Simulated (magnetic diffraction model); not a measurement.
## Solving a magnetic structure from powder neutron data: CaZnFe2S5

Space group P1 (no. 1), a = 4.5030 Å, b = 4.6270 Å, c = 9.0480 Å, α = 89.57°, β = 89.85°, γ = 88.75°.

```
site  atom       x       y       z
  1a    Zn  0.9980  0.0068  0.9783
  1a    Fe  0.5125  0.4929  0.7412
  1a    Fe  0.4969  0.4933  0.2504
  1a    Ca  0.0178  0.9870  0.5079
  1a     S  0.5018  0.5027  0.0049
  1a     S  0.4822  0.0011  0.3018
  1a     S  0.5047  0.9861  0.7070
  1a     S  0.9974  0.4942  0.3028
  1a     S  0.0034  0.5114  0.7033
```

This is a made-up structure (elements placed in a structure type, unrelaxed), so the numbers test the method and describe no known phase.

Only Fe is taken to order (form factors of Fe3+); orders and moment sizes are assumed, and not adapted to the symmetry. Radiation: neutrons of λ = 2.0775 Å, 3° to 35°; isotropic B of 0.58 Å² (Zn), 0.53 Å² (Fe), 0.57 Å² (Ca) and 0.57 Å² (S). Simulated constant-wavelength pattern: nuclear and magnetic terms add, the magnetic one as |2.695 fm × Σ f S⊥ exp(2πi Q·r) exp(−B s²)|², summed over all Q at one angle with the factor 1/(sin²θ cos θ). For collinear order S is the moment m, which repeats by lattice and centring translations R with the sign exp(−2πi k·R). Free-ion form factors, Sears's scattering lengths of 1992, no absorption; a label names one of the reflections at its angle. The strongest nuclear line in the range is 100, and lines under 0.2 are left out.

Above the ordering temperature:

```tsv
2θ (°)	index	I
13.19	(0 0 1)	1.7
25.95	(0 1 0)	58.7
26.55	(0 0 2)	100.0
26.68	(1 0 0)	55.4
29.13	(0 1 1)	1.2
29.31	(0 1 -1)	1.3
29.84	(1 0 1)	3.5
```

Below it (cell unchanged):

```csv
2θ (°),I
12.89,1001.1
13.19,1.7
18.41,0.4
18.55,0.4
25.95,58.7
26.55,100.0
26.68,55.4
29.13,1.2
29.31,1.3
29.48,28.8
29.53,161.0
29.71,158.7
29.84,3.5
30.00,31.9
32.48,0.2
32.88,0.3
```

**Question.** Find the propagation vector, then choose among these models:
A. collinear moments along [010], 4.49 μB on Fe; signs + at (0.5125, 0.4929, 0.7412), − at (0.4969, 0.4933, 0.2504)
B. collinear moments along [100], 4.49 μB on Fe; signs + at (0.5125, 0.4929, 0.7412), + at (0.4969, 0.4933, 0.2504)
C. collinear moments along [010], 4.49 μB on Fe; signs + at (0.5125, 0.4929, 0.7412), + at (0.4969, 0.4933, 0.2504)
D. collinear moments along [100], 4.49 μB on Fe; signs + at (0.5125, 0.4929, 0.7412), − at (0.4969, 0.4933, 0.2504)

The new lines index as (0 1/2 0) at 12.89°, (0 1/2 1) at 18.41°, (0 1/2 -1) at 18.55° and (1 1/2 0) at 29.48°, that is as H ± k with k = (0 1/2 0). Half indices mean that the moments reverse under translations with k·R a half-integer, and the magnetic cell has twice the primitive volume.

Magnetic intensity, observed (below minus above) and for each model:

| 2θ (°) | index | observed | A | B | C | D |
| --- | --- | --- | --- | --- | --- | --- |
| 12.89 | (0 1/2 0) | 1001.1 | <0.2 | 1001.1 | 0.5 | <0.2 |
| 18.41 | (0 1/2 1) | 0.4 | 238.8 | 0.4 | 0.2 | 470.3 |
| 18.55 | (0 1/2 -1) | 0.4 | 238.3 | 0.4 | <0.2 | 462.8 |
| 29.48 | (1 1/2 0) | 28.8 | 0.3 | 28.8 | 130.4 | <0.2 |
| 29.53 | (0 1/2 2) | 161.0 | 0.4 | 161.0 | 129.8 | 0.6 |
| 29.71 | (0 1/2 -2) | 158.7 | 0.4 | 158.7 | 128.3 | 0.5 |
| 30.00 | (1 -1/2 0) | 31.9 | 0.3 | 31.9 | 126.0 | <0.2 |
| 32.34 | (1 1/2 1) | <0.2 | 108.4 | <0.2 | <0.2 | 40.6 |

Model B matches.

The absence at (1 1/2 1) is telling: the sublattices cancel there.

The structure used: k = (0 1/2 0), collinear moments along [100], 4.49 μB on Fe; signs + at (0.5125, 0.4929, 0.7412), + at (0.4969, 0.4933, 0.2504).

[Logs are printed without paths, hosts, clocks, repeated set-up lines and the standing remarks that a program may print on its own settings, such as how far it seeks lower states.]
